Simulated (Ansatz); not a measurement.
# Bi3Ir, from a guessed structure to a relaxed one

This structure for Bi3Ir is made up. Its elements were placed in a known structure type with a cell scaled to their sizes. What cell does the guess relax to, and how far off was it?

Main program and level: Ansatz 0.2.0; DFT, r2SCAN, plane-wave PAW, files of the set soft_1, scalar-relativistic, no spin, cell and ions relaxed at zero pressure; PAW set soft_1.

## 1. Set-up

The structure is cubic, space group Fm-3m (No. 225). Conventional cell: a = 7.618 Å, b = 7.618 Å, c = 7.618 Å, α = 90.00°, β = 90.00°, γ = 90.00°. Nearest to Bi lie 8 Bi at 3.30 Å. Nearest to Bi lie 4 Bi at 3.30 Å and 4 Ir at 3.30 Å. Nearest to Ir lie 8 Bi at 3.30 Å. Farther neighbours are not listed.

## 2. Relaxing cell and atoms

The guessed cell has no reason to be at equilibrium. It is relaxed with the atoms, within the space group of the guess.

Contents of input.yaml:

```yaml
crystal:
  lattice:
    - [0.0, 3.809, 3.809]
    - [3.809, 0.0, 3.809]
    - [3.809, 3.809, 0.0]
  atoms:
    - { symbol: Bi, position: [0.5, 0.5, 0.5] }
    - { symbol: Bi, position: [0.75, 0.75, 0.75] }
    - { symbol: Bi, position: [0.25, 0.25, 0.25] }
    - { symbol: Ir, position: [0.0, 0.0, 0.0] }
kpoints:
  mp_grid: { grid: [6, 6, 6] }
scf:
  occupations: { method: fermi_dirac, width: 0.05 }
hamiltonian:
  xc: r2scan
  pseudopotentials: { kind: paw, azcp: { folder: soft_1 } }
relax:
  f_tol: 0.015
  max_steps: 70
  cell: {}
output:
  forces: true
  stress: true
```

Command:

```bash
> ansatz run input.yaml --threads 4 --pin off --max-ram 8192MiB --backend cpu --events-out ev --progress --plain --runs-dir out
```

Numbers of over 12 decimals in the logs are rounded to 6 here.

What it wrote:

```text
Engine: ansatz 0.2.0, aarch64-unknown-linux-gnu
Pseudopotentials: kind: paw
Pseudopotential: Bi, paw, valence charge 15, recommended cutoff 500 eV (meta_gga), soft_1/Bi.paw.azcp
Pseudopotential: Ir, paw, valence charge 17, recommended cutoff 500 eV (meta_gga), soft_1/Ir.paw.azcp
Functional definition: r2SCAN
  parameter k0 = 0.174
  parameter k1 = 0.065
  parameter a1 = 4.9479
  exchange = r2scan_x(k0 = k0, k1 = k1, a1 = a1)
  correlation = r2scan_c
Crystal: 4 atoms, lattice volume = 110.526 Å³
Basis set: ecut = 500 eV, 2741 PW (Γ), exchange–correlation on 160×160×160 points (64 copies of the dense FFT grid, shifted against one another)
Bands: 38, of which v1, the nominal top of the filled ones, is band 31 counted from 1 (30 counted from 0)
Symmetry: 48 space group operations
Space group: Fm-3m (ITA 225), of the structure as read, at distance tolerance 4.8e-5 Å
k-points: 16 of 216
Non-local potential: Bi, projectors of the file, l = 0: 2, l = 1: 2, l = 2: 2, l = 3: 1
Non-local potential: Ir, projectors of the file, l = 0: 3, l = 1: 2, l = 2: 2, l = 3: 1
PAW form: soft (Blöchl's): semilocal exchange-correlation on the pseudo side does not see the compensation charge
PAW frozen core: Bi, regenerated for the run's functional (the file was generated under x = pbe(κ = 0.804, μ = 0.219515), c = pbe(β = 0.066725))
PAW frozen core: Ir, regenerated for the run's functional (the file was generated under x = pbe(κ = 0.804, μ = 0.219515), c = pbe(β = 0.066725))
PAW one-centre angular grid: Bi, 590 points (default); XC on 160 Gauss nodes
PAW one-centre angular grid: Ir, 590 points (default); XC on 160 Gauss nodes
Initial density: superposition of atomic densities (chi_scale 0.1, normalization cell, long waves kept (reshape's long-wave potential 0.00 eV rms))
Initial wavefunctions: pseudopotential atomic-orbital guess
Functional: x = r2scan, c = r2scan; τ floored in thin density (d = 2e-4 eV/Å³)
SCF iter   1: F=—  HF=-49188.054145 eV  |F-HF|=—  |Δ(HF+E_count)|=         —  Δρ=4.74e-2  dr2=7.03e0  dr2_τ=3.84e-1  ethr=3.10e-3  ⟨swp⟩=7.8  Hψ=2538  notcnv=0
preconditioner: auto → Kerker (q_TF=auto, 2.478 Å⁻¹)  [metal: Δε(μ)=0.076 eV  Ē_g=17.923 eV  σ=0.050 eV  W_gap=0.35  n_scr=26 (ndim 8)  ℏωp=26.0 eV  f_vac=0.000  D(μ)=2.50/eV (n_scr^D=14)]
SCF iter   2: F=—  HF=-49187.144580 eV  |F-HF|=—  |Δ(HF+E_count)|=   9.10e-1  Δρ=2.18e-2  dr2=6.05e-1  dr2_τ=4.28e-1  ethr=3.10e-3  ⟨swp⟩=2.6  Hψ=946  notcnv=0  defer=12
SCF iter   3: F=—  HF=-49187.174675 eV  |F-HF|=—  |Δ(HF+E_count)|=   3.01e-2  Δρ=9.83e-3  dr2=2.54e-1  dr2_τ=3.92e-3  ethr=9.75e-4  ⟨swp⟩=2.0  Hψ=852  notcnv=0  defer=12
SCF iter   4: F=—  HF=-49187.171370 eV  |F-HF|=—  |Δ(HF+E_count)|=   3.30e-3  Δρ=8.12e-3  dr2=1.43e-1  dr2_τ=1.12e-2  ethr=4.10e-4  ⟨swp⟩=2.2  Hψ=803  notcnv=0  defer=12
SCF iter   5: F=—  HF=-49187.163362 eV  |F-HF|=—  |Δ(HF+E_count)|=   8.01e-3  Δρ=2.88e-3  dr2=1.35e-2  dr2_τ=1.97e-4  ethr=2.30e-4  ⟨swp⟩=1.9  Hψ=740  notcnv=0  defer=12
SCF iter   6: F=—  HF=-49187.163081 eV  |F-HF|=—  |Δ(HF+E_count)|=   2.81e-4  Δρ=5.90e-4  dr2=6.10e-4  dr2_τ=7.82e-5  ethr=2.18e-5  ⟨swp⟩=2.0  Hψ=701  notcnv=0  defer=12
SCF iter   7: F=—  HF=-49187.163147 eV  |F-HF|=—  |Δ(HF+E_count)|=   6.64e-5  Δρ=1.99e-4  dr2=6.33e-5  dr2_τ=8.37e-7  ethr=9.85e-7  ⟨swp⟩=2.0  Hψ=790  notcnv=0  defer=12
SCF iter   8: F=—  HF=-49187.163166 eV  |F-HF|=—  |Δ(HF+E_count)|=   1.91e-5  Δρ=5.35e-5  dr2=3.85e-6  dr2_τ=2.18e-7  ethr=1.02e-7  ⟨swp⟩=2.0  Hψ=1079  notcnv=0  defer=12
SCF iter   9: F=-49187.163167 eV  HF=-49187.163167 eV  |F-HF|=2.50e-8  |Δ(HF+E_count)|=   7.52e-7  Δρ=6.39e-6  dr2=9.47e-8  dr2_τ=3.18e-9  ethr=1.61e-10  ⟨swp⟩=3.0  Hψ=2502  notcnv=0
SCF 1 converged in 9 iterations: F = -49187.163167 eV  dr2 = 9.47e-8
  greatest PAW one-centre occupation: 1.000 electrons in one spin orbital (limit 2), on the Ir atom at site 3 (counted from 0), in its partial waves of l = 0
relax step   1: F+E_penalty+E_count = -49187.16316702 eV  Δ(F+E_penalty+E_count) = +0.000e0 eV  max|allowed force component| = 1.156e-18 eV/Å  Δτ_max = 0.0000 Å  P = -6.682 GPa  Ω = 110.526 Å³  (9 SCF iters, dr2 threshold 1.00e-7 eV, accepted)
Crystal: 4 atoms, lattice volume = 94.917 Å³
Basis set: ecut = 500 eV, 2421 PW (Γ), exchange–correlation on 160×160×160 points (64 copies of the dense FFT grid, shifted against one another)
Initial density: handed on by an earlier stage of this run
Initial wavefunctions: those handed on with the density
iter 1 solved again at ethr=8.31e-5 eV; its pass at ethr=3.10e-3 eV (dr2=5.15e-2 eV) is discarded
SCF iter   1: F=—  HF=-49186.450428 eV  |F-HF|=—  |Δ(HF+E_count)|=         —  Δρ=4.30e-3  dr2=4.77e-2  dr2_τ=7.87e-1  ethr=8.31e-5  ⟨swp⟩=1.2  Hψ=3558  notcnv=0
preconditioner: auto → Kerker (q_TF=auto, 2.541 Å⁻¹)  [metal: Δε(μ)=0.022 eV  Ē_g=18.834 eV  σ=0.050 eV  W_gap=0.11  n_scr=26 (ndim 8)  ℏωp=28.0 eV  f_vac=0.000  D(μ)=3.44/eV (n_scr^D=26)]
SCF iter   2: F=—  HF=-49187.319511 eV  |F-HF|=—  |Δ(HF+E_count)|=   8.69e-1  Δρ=2.74e-3  dr2=8.61e-3  dr2_τ=1.69e-3  ethr=7.69e-5  ⟨swp⟩=2.9  Hψ=1241  notcnv=0
SCF iter   3: F=—  HF=-49187.322715 eV  |F-HF|=—  |Δ(HF+E_count)|=   3.20e-3  Δρ=1.46e-3  dr2=4.99e-3  dr2_τ=2.86e-4  ethr=1.39e-5  ⟨swp⟩=2.0  Hψ=810  notcnv=0
SCF iter   4: F=—  HF=-49187.323412 eV  |F-HF|=—  |Δ(HF+E_count)|=   6.97e-4  Δρ=5.25e-4  dr2=3.63e-4  dr2_τ=4.15e-5  ethr=8.04e-6  ⟨swp⟩=2.0  Hψ=800  notcnv=0
SCF iter   5: F=—  HF=-49187.323438 eV  |F-HF|=—  |Δ(HF+E_count)|=   2.58e-5  Δρ=2.03e-4  dr2=3.17e-5  dr2_τ=2.86e-6  ethr=5.86e-7  ⟨swp⟩=2.9  Hψ=1103  notcnv=0
SCF iter   6: F=—  HF=-49187.323467 eV  |F-HF|=—  |Δ(HF+E_count)|=   2.88e-5  Δρ=6.13e-5  dr2=3.02e-6  dr2_τ=1.27e-7  ethr=5.11e-8  ⟨swp⟩=2.0  Hψ=804  notcnv=0
SCF iter   7: F=-49187.323470 eV  HF=-49187.323470 eV  |F-HF|=8.87e-8  |Δ(HF+E_count)|=   3.11e-6  Δρ=1.41e-5  dr2=1.88e-7  dr2_τ=8.26e-9  ethr=6.45e-10  ⟨swp⟩=3.0  Hψ=2459  notcnv=0
SCF 2 converged in 7 iterations: F = -49187.323470 eV  dr2 = 1.88e-7
relax step   2: F+E_penalty+E_count = -49187.32346980 eV  Δ(F+E_penalty+E_count) = -1.603e-1 eV  max|allowed force component| = 7.517e-17 eV/Å  Δτ_max = 0.0000 Å  P = +5.142 GPa  Ω = 94.917 Å³  energy of the carried Pulay correction = +1.267e-3 eV  (7 SCF iters, dr2 threshold 4.00e-7 eV, accepted)
Crystal: 4 atoms, lattice volume = 101.127 Å³
Basis set: ecut = 500 eV, 2637 PW (Γ), exchange–correlation on 160×160×160 points (64 copies of the dense FFT grid, shifted against one another)
iter 1 solved again at ethr=1.22e-5 eV; its pass at ethr=3.10e-3 eV (dr2=7.56e-3 eV) is discarded
SCF iter   1: F=—  HF=-49187.062311 eV  |F-HF|=—  |Δ(HF+E_count)|=         —  Δρ=2.70e-3  dr2=8.71e-3  dr2_τ=1.40e-1  ethr=1.22e-5  ⟨swp⟩=2.1  Hψ=3576  notcnv=0
preconditioner: auto → Kerker (q_TF=auto, 2.515 Å⁻¹)  [metal: Δε(μ)=0.004 eV  Ē_g=18.469 eV  σ=0.050 eV  W_gap=0.02  n_scr=26 (ndim 8)  ℏωp=27.1 eV  f_vac=0.000  D(μ)=3.65/eV (n_scr^D=26)]
SCF iter   2: F=—  HF=-49187.401102 eV  |F-HF|=—  |Δ(HF+E_count)|=   3.39e-1  Δρ=2.67e-3  dr2=2.05e-2  dr2_τ=1.48e-3  ethr=1.22e-5  ⟨swp⟩=2.1  Hψ=1217  notcnv=0  recentre
SCF iter   3: F=—  HF=-49187.399292 eV  |F-HF|=—  |Δ(HF+E_count)|=   1.81e-3  Δρ=1.01e-3  dr2=3.18e-3  dr2_τ=3.06e-5  ethr=1.22e-5  ⟨swp⟩=2.0  Hψ=649  notcnv=0
SCF iter   4: F=—  HF=-49187.399639 eV  |F-HF|=—  |Δ(HF+E_count)|=   3.47e-4  Δρ=1.09e-3  dr2=1.55e-3  dr2_τ=1.66e-4  ethr=5.13e-6  ⟨swp⟩=2.0  Hψ=692  notcnv=0
SCF iter   5: F=—  HF=-49187.399597 eV  |F-HF|=—  |Δ(HF+E_count)|=   4.12e-5  Δρ=6.85e-4  dr2=6.44e-4  dr2_τ=2.45e-5  ethr=2.50e-6  ⟨swp⟩=1.0  Hψ=608  notcnv=0
SCF iter   6: F=—  HF=-49187.399554 eV  |F-HF|=—  |Δ(HF+E_count)|=   4.36e-5  Δρ=3.76e-4  dr2=2.09e-4  dr2_τ=1.09e-5  ethr=1.04e-6  ⟨swp⟩=1.1  Hψ=609  notcnv=0
SCF iter   7: F=—  HF=-49187.399516 eV  |F-HF|=—  |Δ(HF+E_count)|=   3.76e-5  Δρ=1.98e-4  dr2=5.95e-5  dr2_τ=3.84e-6  ethr=3.36e-7  ⟨swp⟩=1.1  Hψ=609  notcnv=0
SCF iter   8: F=-49187.399510 eV  HF=-49187.399510 eV  |F-HF|=1.88e-7  |Δ(HF+E_count)|=   5.73e-6  Δρ=1.51e-5  dr2=3.38e-7  dr2_τ=7.29e-9  ethr=6.45e-10  ⟨swp⟩=4.0  Hψ=2451  notcnv=0
SCF 3 converged in 8 iterations: F = -49187.399510 eV  dr2 = 3.38e-7
relax step   3: F+E_penalty+E_count = -49187.39951008 eV  Δ(F+E_penalty+E_count) = -7.604e-2 eV  max|allowed force component| = 7.286e-17 eV/Å  Δτ_max = 0.0000 Å  P = -0.833 GPa  Ω = 101.127 Å³  energy of the carried Pulay correction = +7.403e-4 eV  (8 SCF iters, dr2 threshold 4.00e-7 eV, accepted)
Crystal: 4 atoms, lattice volume = 100.213 Å³
iter 1 solved again at ethr=2.52e-7 eV; its pass at ethr=3.10e-3 eV (dr2=1.57e-4 eV) is discarded
SCF iter   1: F=—  HF=-49187.395912 eV  |F-HF|=—  |Δ(HF+E_count)|=         —  Δρ=3.02e-4  dr2=1.38e-4  dr2_τ=2.84e-3  ethr=2.52e-7  ⟨swp⟩=3.0  Hψ=3418  notcnv=0
preconditioner: auto → Kerker (q_TF=auto, 2.518 Å⁻¹)  [metal: Δε(μ)=0.030 eV  Ē_g=18.513 eV  σ=0.050 eV  W_gap=0.15  n_scr=26 (ndim 8)  ℏωp=27.3 eV  f_vac=0.000  D(μ)=3.82/eV (n_scr^D=26)]
SCF iter   2: F=—  HF=-49187.402218 eV  |F-HF|=—  |Δ(HF+E_count)|=   6.31e-3  Δρ=2.40e-4  dr2=1.76e-4  dr2_τ=7.17e-6  ethr=2.23e-7  ⟨swp⟩=2.0  Hψ=1111  notcnv=0
SCF iter   3: F=—  HF=-49187.402210 eV  |F-HF|=—  |Δ(HF+E_count)|=   8.10e-6  Δρ=1.74e-4  dr2=3.74e-5  dr2_τ=1.15e-5  ethr=2.23e-7  ⟨swp⟩=2.0  Hψ=687  notcnv=0
SCF iter   4: F=—  HF=-49187.402216 eV  |F-HF|=—  |Δ(HF+E_count)|=   5.75e-6  Δρ=1.08e-4  dr2=1.59e-5  dr2_τ=1.06e-6  ethr=6.03e-8  ⟨swp⟩=1.0  Hψ=608  notcnv=0
SCF iter   5: F=-49187.402216 eV  HF=-49187.402216 eV  |F-HF|=5.50e-8  |Δ(HF+E_count)|=   7.85e-7  Δρ=1.24e-5  dr2=9.59e-8  dr2_τ=1.39e-8  ethr=6.45e-10  ⟨swp⟩=3.3  Hψ=2433  notcnv=0
SCF 4 converged in 5 iterations: F = -49187.402216 eV  dr2 = 9.59e-8
relax step   4: F+E_penalty+E_count = -49187.40221635 eV  Δ(F+E_penalty+E_count) = -2.706e-3 eV  max|allowed force component| = 1.076e-16 eV/Å  Δτ_max = 0.0000 Å  P = -0.082 GPa  Ω = 100.213 Å³  energy of the carried Pulay correction = +8.158e-4 eV  (5 SCF iters, dr2 threshold 4.00e-7 eV, accepted)
Crystal: 4 atoms, lattice volume = 100.119 Å³
iter 1 solved again at ethr=2.98e-9 eV; its pass at ethr=3.10e-3 eV (dr2=1.85e-6 eV) is discarded
SCF iter   1: F=—  HF=-49187.402180 eV  |F-HF|=—  |Δ(HF+E_count)|=         —  Δρ=3.14e-5  dr2=1.52e-6  dr2_τ=3.09e-5  ethr=2.98e-9  ⟨swp⟩=3.0  Hψ=3295  notcnv=0
preconditioner: auto → Kerker (q_TF=auto, 2.519 Å⁻¹)  [metal: Δε(μ)=0.028 eV  Ē_g=18.515 eV  σ=0.050 eV  W_gap=0.14  n_scr=26 (ndim 8)  ℏωp=27.3 eV  f_vac=0.000  D(μ)=3.78/eV (n_scr^D=26)]
SCF iter   2: F=—  HF=-49187.402249 eV  |F-HF|=—  |Δ(HF+E_count)|=   6.93e-5  Δρ=2.67e-5  dr2=2.00e-6  dr2_τ=7.99e-8  ethr=2.45e-9  ⟨swp⟩=2.0  Hψ=1110  notcnv=0
SCF iter   3: F=—  HF=-49187.402249 eV  |F-HF|=—  |Δ(HF+E_count)|=   6.77e-8  Δρ=2.63e-5  dr2=1.04e-6  dr2_τ=2.24e-7  ethr=2.45e-9  ⟨swp⟩=2.0  Hψ=704  notcnv=0
SCF iter   4: F=—  HF=-49187.402249 eV  |F-HF|=—  |Δ(HF+E_count)|=   5.28e-8  Δρ=1.41e-5  dr2=2.83e-7  dr2_τ=1.88e-8  ethr=1.68e-9  ⟨swp⟩=1.0  Hψ=608  notcnv=0
SCF iter   5: F=-49187.402249 eV  HF=-49187.402249 eV  |F-HF|=2.47e-10  |Δ(HF+E_count)|=   2.06e-8  Δρ=7.58e-7  dr2=8.22e-10  dr2_τ=5.94e-11  ethr=2.69e-11  ⟨swp⟩=3.2  Hψ=2461  notcnv=0
SCF 5 converged in 5 iterations: F = -49187.402249 eV  dr2 = 8.22e-10
relax step   5: F+E_penalty+E_count = -49187.40224910 eV  Δ(F+E_penalty+E_count) = -3.275e-5 eV  max|allowed force component| = 6.534e-17 eV/Å  Δτ_max = 0.0000 Å  P = -0.003 GPa  Ω = 100.119 Å³  energy of the carried Pulay correction = +8.236e-4 eV  (5 SCF iters, dr2 threshold 1.67e-8 eV, accepted)
Initial wavefunctions: pseudopotential atomic-orbital guess (no wavefunctions were taken with the density)
iter 1 solved again at ethr=3.42e-8 eV; its pass at ethr=3.10e-3 eV (dr2=2.12e-5 eV) is discarded
SCF iter   1: F=—  HF=-49187.401593 eV  |F-HF|=—  |Δ(HF+E_count)|=         —  Δρ=7.24e-5  dr2=6.25e-7  dr2_τ=7.84e-6  ethr=3.42e-8  ⟨swp⟩=3.0  Hψ=4384  notcnv=0
preconditioner: auto → Kerker (q_TF=auto, 2.519 Å⁻¹)  [metal: Δε(μ)=0.027 eV  Ē_g=18.515 eV  σ=0.050 eV  W_gap=0.14  n_scr=26 (ndim 8)  ℏωp=27.3 eV  f_vac=0.000  D(μ)=3.78/eV (n_scr^D=26)]
SCF iter   2: F=—  HF=-49187.401548 eV  |F-HF|=—  |Δ(HF+E_count)|=   4.47e-5  Δρ=3.77e-5  dr2=1.68e-7  dr2_τ=1.29e-7  ethr=1.01e-9  ⟨swp⟩=2.0  Hψ=1109  notcnv=0
SCF iter   3: F=—  HF=-49187.401549 eV  |F-HF|=—  |Δ(HF+E_count)|=   5.61e-7  Δρ=2.73e-6  dr2=1.23e-9  dr2_τ=2.07e-9  ethr=2.71e-10  ⟨swp⟩=2.0  Hψ=1093  notcnv=0
SCF iter   4: F=—  HF=-49187.401549 eV  |F-HF|=—  |Δ(HF+E_count)|=   1.60e-8  Δρ=4.66e-7  dr2=9.16e-11  dr2_τ=1.51e-11  ethr=1.98e-12  ⟨swp⟩=2.0  Hψ=1101  notcnv=0
SCF iter   5: F=—  HF=-49187.401549 eV  |F-HF|=—  |Δ(HF+E_count)|=  4.58e-10  Δρ=2.22e-7  dr2=9.25e-11  dr2_τ=4.90e-12  ethr=1.00e-12  ⟨swp⟩=5.0  Hψ=2025  notcnv=0
SCF iter   6: F=-49187.401549 eV  HF=-49187.401549 eV  |F-HF|=7.28e-12  |Δ(HF+E_count)|=  9.46e-11  Δρ=1.36e-7  dr2=2.28e-11  dr2_τ=3.68e-12  ethr=1.00e-12  ⟨swp⟩=3.6  Hψ=1937  notcnv=0
SCF 6 converged in 6 iterations: F = -49187.401549 eV  dr2 = 2.28e-11
relax step   6: F+E_penalty+E_count = -49187.40154906 eV  Δ(F+E_penalty+E_count) = +7.000e-4 eV  max|allowed force component| = 8.124e-17 eV/Å  Δτ_max = 0.0000 Å  P = -0.005 GPa  Ω = 100.119 Å³  stress off target by 5.34e-3 GPa  SCF on the basis re-selected at this cell (its energy is not comparable with the rows above)  (6 SCF iters)
basis re-selected at this cell: Δ(F+E_penalty+E_count) = +7.000e-4 eV, ΔP = -0.003 GPa vs the last step (what re-selecting the basis moved, of the pressure what is left beyond the Pulay correction that the steps carried, after the strain that the cell walked since its last selection, with what the two solves' SCF thresholds leave and, on support functions, any second-order correction that the steps lacked; it is no m [...]
SCF converged after 6 iterations
Free energy (F): -49187.401549 eV
Harris-Foulkes:  -49187.401549 eV  (|F-HF|=7.28e-12)
Internal energy: -49187.372336 eV  (E = F + TS)
E sigma→0 (E₀):  -49187.386942 eV
Entropy (-TS):   -0.029213 eV (-7.303 meV/atom)
Fermi energy:    14.527719 eV
--- Per-component energies (eV) ---
  E_band       = -405.845445
  E_kinetic    = 1304.549405
  E_local      = -4883.882454  (includes V_loc(G=0)·N_el)
  E_nonlocal   = 1418.951051
  E_hartree    = 1810.319593
  E_xc         = -639.177995
  E_vxc        = -706.374991  (∫ρ·V_xc dr)
  E_paw        = -41357.453108  (= ΣΔE_a)
  E_vpaw       = -1205.526785  (= ΣTr[D̂ρ^β])
  E_aug_tail   = 0.000695  (compensation charges beyond the density's cutoff)
  E_vtau       = 45.798689  (kinetic-family band-sum trace: ∫τ·v_τ [+ j·A + Jᵃ·Aᵃ] dr)
  E_ewald      = -6842.988566
  E_core_change = 2.309044  (= ΣΔE_core)
  E_smearing   = -0.029213  (= −TS)
  E_closure    = 0.000000  (closes the sum)
  Σ components = -49187.401549   (vs F -49187.401549, Δ=0.00e0)
--- Forces (eV/Å), atoms counted from 1 ---
  atom   1  Bi     0.00000000    -0.00000000     0.00000000
  atom   2  Bi     0.00000000     0.00000000     0.00000000
  atom   3  Bi    -0.00000000    -0.00000000    -0.00000000
  atom   4  Ir    -0.00000000     0.00000000     0.00000000
  max |Σ_I F_I| component: 1.73e-17 eV/Å
--- Stress (GPa, compression-positive) ---
       -0.005343      -0.000000      -0.000000
       -0.000000      -0.005343      -0.000000
       -0.000000      -0.000000      -0.005343
  P = ⅓ Tr σ = -0.0053 GPa (-0.053 kbar)
--- Relaxed structure (5 steps of the walk, 5 accepted, 1 SCFs on fresh bases) ---
  F+E_penalty+E_count = -49187.40154906 eV   max|allowed force component| = 8.124e-17 eV/Å   (the final SCF, on the basis selected at the relaxed cell)
  cell:  # Å, volume = 100.1190 Å³
    - [0, 3.685492, 3.685492]
    - [3.685492, 0, 3.685492]
    - [3.685492, 3.685492, 0]
  atoms:
    - { symbol: Bi, position: [0.5, 0.5, 0.5] }
    - { symbol: Bi, position: [0.750000, 0.750000, 0.750000] }
    - { symbol: Bi, position: [0.25, 0.25, 0.25] }
    - { symbol: Ir, position: [0, 0, 0] }
```

The job ended after 11 s (4 threads of Arm Neoverse V2, shared host; peak memory 0.71 GiB; 41 s of CPU time).

Relaxation path:

```tsv
step	energy less that of the first step (eV)	largest force component (eV/Å)	pressure (GPa)	volume (Å³)
1	0.0000	0.0000	-6.68	110.53
2	-0.1603	0.0000	5.14	94.92
3	-0.2363	0.0000	-0.83	101.13
4	-0.2390	0.0000	-0.08	100.21
5	-0.2391	0.0000	0.00	100.12
6*	-0.2384	0.0000	-0.01	100.12
```

Relaxation steps marked * repeat the geometry before them on a plane-wave basis chosen anew for their cell, so energy and pressure can jump there.

The run keeps the 48 symmetry operations that it works with, so distortions that break them were not tested.

```tsv
conventional cell, symmetrised	before	after	change
a (Å)	7.618	7.371	-3.2 %
b (Å)	7.618	7.371	-3.2 %
c (Å)	7.618	7.371	-3.2 %
volume (Å³/atom)	27.63	25.03	-9.4 %
```

The relaxed structure:

```
Bi Ir
1.0
     0.00000    3.68549    3.68549
     3.68549    0.00000    3.68549
     3.68549    3.68549    0.00000
Bi Ir
3 1
Direct
  0.50000 0.50000 0.50000
  0.75000 0.75000 0.75000
  0.25000 0.25000 0.25000
  0.00000 0.00000 0.00000
```

Numbers from this step:

```yaml
free_energy: -49187.4015 eV
energy_at_zero_smearing: -49187.3869 eV
smearing_term_ts: 0.02921 eV
fermi_energy: 14.53 eV
electrons: 62
symmetry_operations: 48
pressure: -0.005343 GPa
```

Shortest distances by pair of elements, guess and relaxed (not always the same contact):

```tsv
pair	guess (Å)	relaxed (Å)
Bi–Bi	3.299	3.192
Bi–Ir	3.299	3.192
Ir–Ir	5.387	5.212
```

The relaxation ends with a pressure of -0.01 GPa.

## 3. Summary of results

| Quantity | Value |
| --- | --- |
| space group, relaxed | Fm-3m |
| conventional cell | a = 7.371, b = 7.371, c = 7.371 Å; α = 90.0°, β = 90.0°, γ = 90.0° |
| volume per atom | 25.03 Å³ (guess 27.63) |

**Reading.** Bi3Ir relaxes to Fm-3m with a = 7.371, b = 7.371 and c = 7.371 Å. The guessed volume was 10 % too large. The space group Fm-3m was held in the relaxation, so the end point is a stationary structure within it and may be a saddle against distortions or other arrangements. Mesh and cutoff weren't tested. Spin-orbit coupling is left out, which can matter for elements this heavy. No dispersion term is used, so weakly bound directions may come out too long. The runs have no spin, and magnetism wasn't tested. Nothing here tests whether the compound is stable against decomposition.

[Logs are printed without paths, hosts, clocks, repeated set-up lines and the standing remarks that a program may print on its own settings, such as how far it seeks lower states.]

[Hosts, paths, dates, database ids (printed as entryN), source tags and the programs' standing remarks are cut or masked in the printed files.]
